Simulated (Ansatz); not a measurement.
# Lattice dynamics of BeZn2P2 (built on the sites of a database entry of CaZn2P2), part 2 of 2

Wanted: phonon frequencies of BeZn2P2 (built on the sites of a database entry of CaZn2P2) and what follows from them.

Ansatz 0.2.0; DFT PBEsol, scalar-relativistic, plane waves, PAW.

So far. Step 4 (Tight relaxation): The largest force component left is 0.48 meV/Å and the pressure is 0.000 GPa, within the tolerances set. The cell now holds 14.69 Å³/atom. Step 5 (Linear response at the zone centre): Before it was imposed, the acoustic sum rule was missed by 1.1e-4 eV/Å². Small misses are needed for a sound result but don't prove that mesh and cutoff are converged. The relaxed cell has a = 3.733, c = 6.086 Å (conventional setting).

The structure was built from a prototype and need not be the compound's stable phase.

## 6. Response at finite wavevector

Stability and thermal properties need the whole zone. Linear response on a 3×3×2 q mesh gives force constants as far as a supercell of that size would.

Input file input.yaml:

```yaml
crystal:
  lattice:
    - [3.7327437306, -3.0525e-06, 0.0]
    - [-1.8663692218, 3.2326524228, 0.0]
    - [0.0, 0.0, 6.0864390006]
  atoms:
    - { symbol: Be, position: [0.0, 0.0, 0.0] }
    - { symbol: Zn, position: [0.3333333333, 0.6666666667, 0.6240765723] }
    - { symbol: Zn, position: [0.6666666667, 0.3333333333, 0.3759234277] }
    - { symbol: P, position: [0.3333333333, 0.6666666667, 0.2069294324] }
    - { symbol: P, position: [0.6666666667, 0.3333333333, 0.7930705676] }
kpoints:
  mp_grid: { grid: [9, 9, 6] }
hamiltonian:
  xc: pbesol
scf:
  occupations: { method: methfessel_paxton, width: 0.15 }
output:
  eigenvalues: true
phonons:
  method: dfpt
  qmesh: [3, 3, 2]
  temperatures: { t_max: 1000, t_step: 50 }
  qpath:
    path:
      - [[0.0, 0.0, 0.0], [0.5, 0.0, 0.0], [0.33333333, 0.33333333, 0.0], [0.0, 0.0, 0.0], [0.0, 0.0, 0.5], [0.5, 0.0, 0.5], [0.33333333, 0.33333333, 0.5], [0.0, 0.0, 0.5]]
      - [[0.5, 0.0, 0.5], [0.5, 0.0, 0.0]]
      - [[0.33333333, 0.33333333, 0.5], [0.33333333, 0.33333333, 0.0]]
    npoints: 10
```

Started as:

```console
> ansatz run input.yaml --threads 8 --pin off --max-ram 14336MiB --backend cpu --events-out ev --progress --plain --runs-dir out
```

Numbers of over 12 decimals in the logs are rounded to 6 here.

The log of the run:

```text
Warning: phonons: the dynamical matrix that this run interpolates holds no multipole term above the dipole-dipole one, and a site of this crystal is no centre of inversion, so its interpolated transverse optical and acoustic branches and sound speeds can stay off near Gamma, and the density of states and the thermodynamics with them. What a run solves at a wave vector of phonons.qpoints, Gamma apart, where the deck admits one, is free of this, and under fd what a larger phonons.supercell samples
[...]
Crystal: 5 atoms, lattice volume = 73.443 Å³
Basis set: ecut = 420 eV, 1437 PW (Γ), exchange–correlation on 50×50×90 points (8 copies of the dense FFT grid, shifted against one another)
Bands: 23, of which v1, the nominal top of the filled ones, is band 18 counted from 1 (17 counted from 0)
Symmetry: 12 space group operations
k-points: 62 of 486
[...]
SCF iter   1: F=—  HF=-8132.092074 eV  |F-HF|=—  |Δ(HF+E_count)|=         —  Δρ=4.09e-3  dr2=1.05e-2  ethr=1.77e-3  ⟨swp⟩=6.3  Hψ=7783  notcnv=0
[...]
SCF iter  11: F=-8132.088942 eV  HF=-8132.088942 eV  |F-HF|=5.46e-12  |Δ(HF+E_count)|=  2.73e-12  S|Δr|=    0.00e0  Δρ=4.26e-8  dr2=1.49e-12  ethr=1.00e-12  ⟨swp⟩=9.3  Hψ=7748  notcnv=0
SCF 1 converged in 11 iterations: F = -8132.088942 eV  dr2 = 1.49e-12
[...]
SCF iter   7: F=-8132.088942 eV  HF=-8132.088942 eV  |F-HF|=9.09e-13  |Δ(HF+E_count)|=  5.46e-12  S|Δr|=    0.00e0  Δρ=7.93e-8  dr2=5.20e-12  ethr=1.00e-12  ⟨swp⟩=4.2  Hψ=3915  notcnv=0
SCF 2 converged in 7 iterations: F = -8132.088942 eV  dr2 = 5.20e-12
phonons: the bands overlap, so this run is a metal and interpolates without the dipole-dipole term. If the crystal is really an insulator or semiconductor, its LO-TO splitting is missing
NSCF: frozen V_eff on 62 k-points
[...]
DFPT response loops at q = (0, 0, 0) (fractional): preconditioner auto → Kerker (q_TF=auto, 2.423 Å⁻¹) (partly filled bands, converged f_vac=0.000); β = 1.00, the filter's whole step (`scf.mixing.beta` (0.50) is not read by the response loops under this deck's `scf.mixing.preconditioner`; to damp them name `kerker` or `kerker_dos`, under which they read `scf.mixing.beta`, and type it under 1.00, their step now; both keys bind the ground state too); Broyden in place of MSR1
[...]
SCF converged after 11 iterations
[...]
Free energy (F): -8132.088942 eV
[...]
Internal energy: -8132.089842 eV  (E = F + TS)
E sigma→0 (E₀):  -8132.089167 eV
Entropy (-TS):   0.000901 eV (0.180 meV/atom)
Fermi energy:    9.384908 eV
[...]
--- Band table (eV; the first three rows and the last of 62) ---
  k-point 0: bands = [... 14 lower, 8.4537, 9.1038, 9.1038, 9.5075, 11.1626, 11.2260, 12.5679, 12.5679, ... 1 higher]
  k-point 1: bands = [... 14 lower, 8.5128, 8.5847, 9.1008, 9.1008, 11.1315, 11.9901, 12.2146, 12.2146, ... 1 higher]
  k-point 2: bands = [... 14 lower, 8.6542, 8.6542, 9.0809, 9.0809, 11.2766, 11.6997, 11.6997, 12.3210, ... 1 higher]
  k-point 61: bands = [... 14 lower, 4.3934, 4.4364, 8.0182, 8.0182, 10.8651, 10.8651, 11.9919, 12.6679, ... 1 higher]
--- Phonons (Γ-DFPT): 6 representative perturbations + reference (Σ response iterations 21) ---
  ASR residual: 1.023e-4 → 0.000e0 eV/Å²; symmetrization residual: 1.269e-5 eV/Å²
  ASR residual per site (eV/Å²): 1.02e-4 9.07e-6 9.07e-6 5.17e-6 5.17e-6
[...]
--- Phonons (arbitrary-q DFPT): 6 irreducible q on the 3×3×2 mesh ---
  q = [0.0000, 0.0000, 0.0000] (star 1, of the zone-centre solve; hermiticity 2.12e-6, symmetrization 1.06e-6): -155.73 -155.73 -0.00 -0.00 0.00 88.57 88.57 104.84 166.64 220.14 220.14 225.79 225.79 287.16 293.81
  q = [0.0000, 0.0000, -0.5000] (star 1, 6 solved perturbations in 918 linear systems a pass and spin channel, the states on 244 of 486 k-point pairs; hermiticity 4.85e-7, symmetrization 1.59e-6): -105.80 -105.80 -50.18 -50.18 117.77 117.77 124.87 156.77 189.39 189.39 230.48 243.19 243.19 288.45 311.51
[...]
sum rule: each row above includes the acoustic sum rule's correction from the zone centre's row sums; it moved no ω² by more than (1.76 cm⁻¹)²
  mesh force constants: q→R imaginary residual 0.00e0; ASR residual 1.023e-4 → 0.000e0 eV/Å²; symmetrization residual 7.105e-15 eV/Å²
  interpolated dispersion: 93 rows × 15 modes
  density of states and harmonic sums: on the 21×21×10 q-mesh, interpolated from the force constants of a 3×3×2 supercell (no non-analytic term)
  largest difference from the sums on the solved wave vectors: F 1.20e-1 eV, S 1.57e-4 and C_V 3.83e-5 eV/K
  zero-point energy: 0.144005 eV/cell   skipped modes (ω ≤ 0): 1116, of them read as no rigid motion or as one in doubt: 1113 (2.505e0 modes/cell left out, lowest -155.73 cm⁻¹)   left out of the sums: 1.67e-1 of the cell's modes: C_V's classical limit lies that fraction below 3 k_B per atom; for a crystal, a wire or a layer, F and S can be off by more, and a phonons.interpolated_qmesh denser along its periods is the remedy for the sampling
```

Elapsed: 4.9 min, on 8 threads of Arm Neoverse V2, shared host; peak memory 2.2 GiB; 37 min of CPU time.

This step gave:

* sum-rule residual before enforcement: 1.02e-4 eV/Å²
* lowest frequency on the path: -155.9 cm⁻¹
* highest frequency on the path or at a solved wavevector: 335.2 cm⁻¹
* lowest mode on the q mesh (acoustic modes at Γ apart): -155.7 cm⁻¹

Frequencies (cm⁻¹) solved at each irreducible wavevector; negative means imaginary. Frequencies by wavevector, by row:

```tsv
q in reciprocal lattice units	star	mode 1	mode 2	mode 3	mode 4	mode 13	mode 14	mode 15
0 0 0	1	-155.7	-155.7	0	0	225.8	287.2	293.8
0 0 -0.5	1	-105.8	-105.8	-50.2	-50.2	243.2	288.4	311.5
0 0.3333 0	6	-144.2	-88.4	-39.4	73.1	266.7	289.9	317.6
0 0.3333 -0.5	6	-120.8	-106.4	-63.3	65.9	285.4	291.9	310.1
0.3333 0.3333 0	2	-150	-71.9	-71.9	82.2	289.5	289.5	311.4
0.3333 0.3333 -0.5	2	-106.6	63.1	63.1	86.8	293	293	293.2
```

Interpolated from a 3×3×2 q mesh. The phonon branches at the labelled points (cm⁻¹):

```tsv
point	branch 1	branch 2	branch 3	branch 4	branch 12	branch 13	branch 14	branch 15
Γ	-156	-156	0	0	226	226	287	294
halfway	-141	-22	6	85	245	261	272	293
M	-150	-144	-69	86	248	273	328	332
halfway	-148	-132	-7	78	265	268	312	322
K	-150	-72	-72	82	257	290	290	311
halfway	-121	-70	51	71	243	269	272	300
Γ	-156	-156	0	0	226	226	287	294
halfway	-136	-136	-26	-26	238	238	266	316
A	-106	-106	-50	-50	243	243	288	312
halfway	-127	-73	-62	75	250	268	273	300
L	-156	-104	-58	80	250	301	320	321
halfway	-134	-39	53	68	264	291	311	316
H	-107	63	63	87	290	293	293	293
halfway	-128	-69	45	69	257	275	280	297
A	-106	-106	-50	-50	243	243	288	312
jump to L	-156	-104	-58	80	250	301	320	321
halfway	-150	-130	-65	82	249	291	314	334
M	-150	-144	-69	86	248	273	328	332
jump to H	-107	63	63	87	290	293	293	293
halfway	-130	20	20	85	268	290	290	307
K	-150	-72	-72	82	257	290	290	311
```

The phonon density of states has structure finer than the step of the table below, so its rows give means over 20 cm⁻¹, whole bins alone (the curve runs from -158 to 338 cm⁻¹). Peaks (cm⁻¹: height): -127.5: 0.0484, 72.5: 0.0651, 127.5: 0.0754, 242.5: 0.105, 267.5: 0.0604, 297.5: 0.0591.

Tetrahedra on a 21×21×10 mesh, mean over bins of 5 cm-1. Interpolated from a 3×3×2 q mesh. Phonon density of states against wavenumber; means over each step:

```tsv
wavenumber (cm⁻¹)	phonon density of states (1/cm⁻¹/cell)
-140	0.0324
-120	0.0260
-100	0.0125
-80	0.0146
-60	0.0157
-40	0.0119
-20	0.00712
0	0.00589
20	0.00693
40	0.0128
60	0.0256
80	0.0480
100	0.0459
120	0.0638
140	0.0640
160	0.0308
180	0.0161
200	0.0189
220	0.0311
240	0.0766
260	0.0544
280	0.0459
300	0.0495
320	0.0286
```

The partial phonon density of states has structure finer than the step of the table below, so its rows give means over 20 cm⁻¹, whole bins alone (the curve runs from -166 to 357 cm⁻¹). Peaks (cm⁻¹: height): Be -129.6: 0.0361, 159.7: 0.00915, 268.1: 0.00602; P 126.8: 0.0175, 241.8: 0.0636, 297.7: 0.0400; Zn -44.1: 0.00772, 74.2: 0.0423, 126.8: 0.0459, 241.8: 0.0316.

Phonopy on the run's constants, 17x17x9 mesh, Gaussian sigma 3.7 cm-1. Interpolated from a 3×3×2 q mesh. Table of partial phonon density of states by wavenumber; means over each step; values in 1/cm⁻¹/cell:

```tsv
wavenumber (cm⁻¹)	Be	P	Zn
-140	0.0276	0.00319	0.00135
-120	0.0225	0.00234	0.00147
-100	0.00920	0.00158	0.00154
-80	0.00656	0.00386	0.00444
-60	0.00404	0.00479	0.00670
-40	0.00310	0.00403	0.00635
-20	0.00111	0.00158	0.00275
0	5.6e-4	6.7e-4	0.00129
20	0.00148	0.00203	0.00395
40	0.00296	0.00369	0.00765
60	0.00374	0.00574	0.0171
80	0.00532	0.00872	0.0343
100	0.00762	0.0107	0.0279
120	0.00838	0.0160	0.0384
140	0.00661	0.0159	0.0415
160	0.00809	0.00709	0.0155
180	0.00717	0.00365	0.00521
200	0.00328	0.00788	0.00837
220	7.8e-4	0.0179	0.0125
240	0.00275	0.0487	0.0243
260	0.00356	0.0369	0.0147
280	0.00445	0.0317	0.00965
300	0.00401	0.0365	0.00851
320	0.00219	0.0221	0.00405
340	4.3e-4	0.00246	4.8e-4
```

Symmetry leaves 6 wavevectors to solve. The lowest mode among them, the acoustic zeros apart, lies at Γ and is imaginary, 155.7i cm⁻¹, so the energy falls along it.

## 7. Finite displacements in a supercell

Finite displacements in a 2×2×2 supercell give force constants from forces alone. They are exact at the wavevectors that the supercell holds, where they check the linear-response result.

Edit input.yaml of step 6 so:

```diff
@@ -12,3 +12,3 @@
 kpoints:
-  mp_grid: { grid: [9, 9, 6] }
+  mp_grid: { grid: [10, 10, 6] }
 hamiltonian:
@@ -20,4 +20,4 @@
 phonons:
-  method: dfpt
-  qmesh: [3, 3, 2]
+  method: fd
+  supercell: [2, 2, 2]
   temperatures: { t_max: 1000, t_step: 50 }
```

The log of the run:

```text
[...]
Crystal: 40 atoms, lattice volume = 587.544 Å³
Basis set: ecut = 420 eV, 11525 PW (Γ), exchange–correlation on 100×100×180 points (8 copies of the dense FFT grid, shifted against one another)
Bands: 169, of which v1, the nominal top of the filled ones, is band 144 counted from 1 (143 counted from 0)
Symmetry: 96 space group operations
k-points: 12 of 75
[...]
SCF iter   1: F=—  HF=-65056.716553 eV  |F-HF|=—  |Δ(HF+E_count)|=         —  Δρ=3.66e-8  dr2=1.07e-11  ethr=1.00e-12  ⟨swp⟩=3.0  Hψ=5178  notcnv=0
[...]
SCF iter   2: F=-65056.716553 eV  HF=-65056.716553 eV  |F-HF|=0.00e0  |Δ(HF+E_count)|=  1.46e-11  S|Δr|=    0.00e0  Δρ=2.60e-8  dr2=4.51e-12  ethr=1.00e-12  ⟨swp⟩=3.2  Hψ=5536  notcnv=0
SCF 1 converged in 2 iterations: F = -65056.716553 eV  dr2 = 4.51e-12
[...]
Crystal: 5 atoms, lattice volume = 73.443 Å³
Basis set: ecut = 420 eV, 1437 PW (Γ), exchange–correlation on 50×50×90 points (8 copies of the dense FFT grid, shifted against one another)
Bands: 23, of which v1, the nominal top of the filled ones, is band 18 counted from 1 (17 counted from 0)
Symmetry: 12 space group operations
k-points: 72 of 600
[...]
SCF iter   3: F=-8132.089569 eV  HF=-8132.089569 eV  |F-HF|=7.64e-11  |Δ(HF+E_count)|=  5.46e-11  S|Δr|=    0.00e0  Δρ=4.28e-7  dr2=1.31e-10  ethr=1.00e-12  ⟨swp⟩=1.0  Hψ=4096  notcnv=0
SCF 2 converged in 3 iterations: F = -8132.089569 eV  dr2 = 1.31e-10
[...]
Symmetry: 2 space group operations
k-points: 24 of 75 (time reversal used)
[...]
SCF iter   9: F=-65056.716552 eV  HF=-65056.716552 eV  |F-HF|=0.00e0  |Δ(HF+E_count)|=  1.46e-11  S|Δr|=    0.00e0  Δρ=1.01e-8  dr2=9.02e-13  ethr=1.00e-12  ⟨swp⟩=5.0  Hψ=15295  notcnv=0
SCF 3 converged in 9 iterations: F = -65056.716552 eV  dr2 = 9.02e-13
[...]
SCF iter   9: F=-65056.716538 eV  HF=-65056.716538 eV  |F-HF|=3.64e-11  |Δ(HF+E_count)|=  7.28e-12  S|Δr|=    0.00e0  Δρ=3.07e-8  dr2=4.41e-12  ethr=1.00e-12  ⟨swp⟩=5.0  Hψ=18376  notcnv=0
SCF 4 converged in 9 iterations: F = -65056.716538 eV  dr2 = 4.41e-12
[...]
SCF iter   5: F=-65056.716534 eV  HF=-65056.716534 eV  |F-HF|=2.18e-11  |Δ(HF+E_count)|=  1.46e-11  S|Δr|=    0.00e0  Δρ=1.65e-8  dr2=2.53e-12  ethr=1.00e-12  ⟨swp⟩=5.5  Hψ=21174  notcnv=0
SCF 5 converged in 5 iterations: F = -65056.716534 eV  dr2 = 2.53e-12
[...]
SCF iter   9: F=-65056.716519 eV  HF=-65056.716519 eV  |F-HF|=2.18e-11  |Δ(HF+E_count)|=    0.00e0  S|Δr|=    0.00e0  Δρ=1.45e-8  dr2=1.41e-12  ethr=1.00e-12  ⟨swp⟩=5.0  Hψ=18005  notcnv=0
SCF 6 converged in 9 iterations: F = -65056.716519 eV  dr2 = 1.41e-12
[...]
SCF iter   5: F=-65056.716549 eV  HF=-65056.716549 eV  |F-HF|=2.18e-11  |Δ(HF+E_count)|=  2.18e-11  S|Δr|=    0.00e0  Δρ=2.53e-8  dr2=3.02e-12  ethr=1.00e-12  ⟨swp⟩=5.2  Hψ=20349  notcnv=0
SCF 7 converged in 5 iterations: F = -65056.716549 eV  dr2 = 3.02e-12
SCF converged after 2 iterations
[...]
Free energy (F): -65056.716553 eV
[...]
Internal energy: -65056.711465 eV  (E = F + TS)
E sigma→0 (E₀):  -65056.715281 eV
Entropy (-TS):   -0.005088 eV (-0.127 meV/atom)
Fermi energy:    9.371608 eV
[...]
--- Forces (eV/Å), atoms counted from 1 ---
  atom   1  Be    -0.00000000    -0.00000000     0.00000000
  atom   2  Zn    -0.00000000     0.00000000    -0.01029909
  atom   3  Zn     0.00000000    -0.00000000     0.01029909
  atom   4  P     -0.00000000    -0.00000000     0.00149392
  atom   5  P      0.00000000    -0.00000000    -0.00149392
  atom   6  Be    -0.00000000    -0.00000000     0.00000000
  atom   7  Zn    -0.00000000     0.00000000    -0.01029909
  atom   8  Zn     0.00000000    -0.00000000     0.01029909
  atom   9  P      0.00000000     0.00000000     0.00149392
  atom  10  P      0.00000000    -0.00000000    -0.00149392
  atom  11  Be     0.00000000     0.00000000     0.00000000
  atom  12  Zn    -0.00000000     0.00000000    -0.01029909
  atom  13  Zn     0.00000000    -0.00000000     0.01029909
  atom  14  P      0.00000000     0.00000000     0.00149392
  atom  15  P     -0.00000000    -0.00000000    -0.00149392
  atom  16  Be    -0.00000000     0.00000000    -0.00000000
  atom  17  Zn    -0.00000000     0.00000000    -0.01029909
  atom  18  Zn     0.00000000    -0.00000000     0.01029909
  atom  19  P      0.00000000     0.00000000     0.00149392
  atom  20  P     -0.00000000    -0.00000000    -0.00149392
  atom  21  Be    -0.00000000    -0.00000000     0.00000000
  atom  22  Zn    -0.00000000     0.00000000    -0.01029909
  atom  23  Zn     0.00000000    -0.00000000     0.01029909
  atom  24  P      0.00000000    -0.00000000     0.00149392
  atom  25  P     -0.00000000     0.00000000    -0.00149392
  atom  26  Be    -0.00000000    -0.00000000     0.00000000
  atom  27  Zn    -0.00000000     0.00000000    -0.01029909
  atom  28  Zn     0.00000000    -0.00000000     0.01029909
  atom  29  P      0.00000000     0.00000000     0.00149392
  atom  30  P     -0.00000000     0.00000000    -0.00149392
  atom  31  Be    -0.00000000     0.00000000     0.00000000
  atom  32  Zn    -0.00000000     0.00000000    -0.01029909
  atom  33  Zn     0.00000000    -0.00000000     0.01029909
  atom  34  P      0.00000000    -0.00000000     0.00149392
  atom  35  P     -0.00000000     0.00000000    -0.00149392
  atom  36  Be    -0.00000000     0.00000000     0.00000000
  atom  37  Zn    -0.00000000     0.00000000    -0.01029909
  atom  38  Zn     0.00000000    -0.00000000     0.01029909
  atom  39  P      0.00000000    -0.00000000     0.00149392
  atom  40  P     -0.00000000     0.00000000    -0.00149392
  max |Σ_I F_I| component: 4.61e-17 eV/Å
--- Band table (eV; the first three rows and the last of 12) ---
  k-point 0: bands = [... 140 lower, 9.0525, 9.1020, 9.1020, 9.5068, 9.5200, 9.5200, 9.5200, 9.6400, ... 21 higher]
  k-point 1: bands = [... 140 lower, 9.0791, 9.0791, 9.0990, 9.0990, 9.2720, 9.2720, 9.2720, 9.4455, ... 21 higher]
  k-point 2: bands = [... 140 lower, 8.8996, 8.9112, 9.3462, 9.5010, 9.6175, 9.6360, 10.0422, 10.0422, ... 21 higher]
  k-point 11: bands = [... 140 lower, 8.2207, 8.3618, 8.6851, 8.7185, 9.8325, 10.4524, 10.4760, 10.8742, ... 21 higher]
--- Phonons: 5 displaced members + reference (amplitude 0.0025 Å, Σ member SCF iterations 37) ---
  symmetry images taken by strict's conditions (phonons.symmetry_images: auto; settled by no image being taken that strict refuses)
  ASR residual: 6.762e-5 → 0.000e0 eV/Å²; symmetrization residual: 3.769e-5 eV/Å²
  largest component of a force at the reference: 1.0e-2 eV/Å
  ASR residual per site (eV/Å²): 6.76e-5 4.88e-6 4.88e-6 1.68e-5 1.68e-5
[...]
```

Run time: 3.4 min. Hardware: 8 threads; peak memory 4.8 GiB; 26 min of CPU time.

Numbers from this step:

| Property | Result |
| --- | --- |
| atoms in the supercell | 40 |
| sum-rule residual before enforcement | 6.76e-5 eV/Å² |
| lowest frequency on the path | -155.0 cm⁻¹ |
| highest frequency on the path or at a solved wavevector | 323.9 cm⁻¹ |
| highest optical mode at the zone centre (no LO-TO term) | 293.6 cm⁻¹ |
| lowest optical zone-centre mode | -155.0 cm⁻¹ |

Interpolated from a 2×2×2 supercell, rough between the solved points. The phonon branches at the labelled points (cm⁻¹):

```tsv
point	branch 1	branch 2	branch 3	branch 4	branch 12	branch 13	branch 14	branch 15
Γ	-155	-155	0	0	226	226	286	294
halfway	-111	-78	-52	71	249	258	266	284
M	-116	-106	-78	77	248	265	312	314
halfway	-118	-28	14	64	258	261	299	304
K	-124	52	52	103	257	275	275	292
halfway	-106	-73	63	74	250	259	267	285
Γ	-155	-155	0	0	226	226	286	294
halfway	-136	-136	-26	-26	238	238	266	315
A	-107	-107	-50	-50	243	243	288	309
halfway	-115	-50	57	72	247	253	272	290
L	-120	-75	-66	75	252	294	308	320
halfway	-102	-78	-9	47	261	289	297	304
H	-127	41	41	71	268	277	277	283
halfway	-107	-54	64	85	252	262	274	288
A	-107	-107	-50	-50	243	243	288	309
jump to L	-120	-75	-66	75	252	294	308	320
halfway	-115	-87	-73	76	250	286	300	324
M	-116	-106	-78	77	248	265	312	314
jump to H	-127	41	41	71	268	277	277	283
halfway	-124	47	47	84	259	277	277	288
K	-124	52	52	103	257	275	275	292
```

Tetrahedra on a 20×20×10 mesh, mean over bins of 5 cm-1. Interpolated from a 2×2×2 supercell, rough between the solved points. The phonon density of states by wavenumber; read off at these points:

```tsv
wavenumber (cm⁻¹)	phonon density of states (1/cm⁻¹/cell)
-158	0
-142	0.00247
-122	0.0144
-108	0.0406
-92	0.0129
-72	0.0251
-58	0.0253
-42	0.0144
-28	0.00761
-8	0.00607
8	0.00659
22	0.00824
42	0.0189
58	0.0256
72	0.0347
88	0.0531
92	0.0433
108	0.0382
122	0.0609
128	0.0754
142	0.0574
158	0.0579
172	0.0147
192	0.00927
208	0.0178
218	0.0542
222	0.0326
238	0.0683
248	0.116
258	0.0527
272	0.0485
288	0.0800
308	0.0227
322	0.0032
```

At Γ the two methods differ by at most 4.4 cm⁻¹.

## 8. Outcome

```json
{
 "space group after relaxation (within 0.01 Å)": "P-3m1",
 "volume per atom": "14.7 Å³",
 "electronic character": "no gap on this mesh",
 "highest optical mode at the zone centre (no LO-TO term)": "294 cm⁻¹",
 "lowest optical zone-centre mode": "-156 cm⁻¹",
 "lowest mode on the q mesh (acoustic modes at Γ apart)": "-156 cm⁻¹",
 "highest frequency on the path or at a solved wavevector": "335 cm⁻¹",
 "imaginary modes on the 3×3×2 q mesh": "yes"
}
```

Modes are clearly imaginary (beyond 10i cm⁻¹) at 6 of the 6 irreducible wavevectors, most at Γ (155.7i cm⁻¹), so this structure is not a minimum of the energy. The optical modes at Γ span -156 to 294 cm⁻¹ (negative means imaginary). Finite displacements and linear response differ by 0.2 cm⁻¹ in the highest zone-centre mode. With no gap, or one that is small against the smearing, the frequencies hang on the k mesh and the smearing, most of all near Kohn anomalies. The starting cell was built on a prototype and not taken from a measurement, so the phase need not exist. These are harmonic frequencies at zero temperature: anharmonic shifts, linewidths and thermal expansion are left out.

[Logs are printed without paths, hosts, clocks, repeated set-up lines and the standing remarks that a program may print on its own settings, such as how far it seeks lower states.]

[Hosts, paths, dates, database ids (printed as entryN), source tags and the programs' standing remarks are cut or masked in the printed files.]
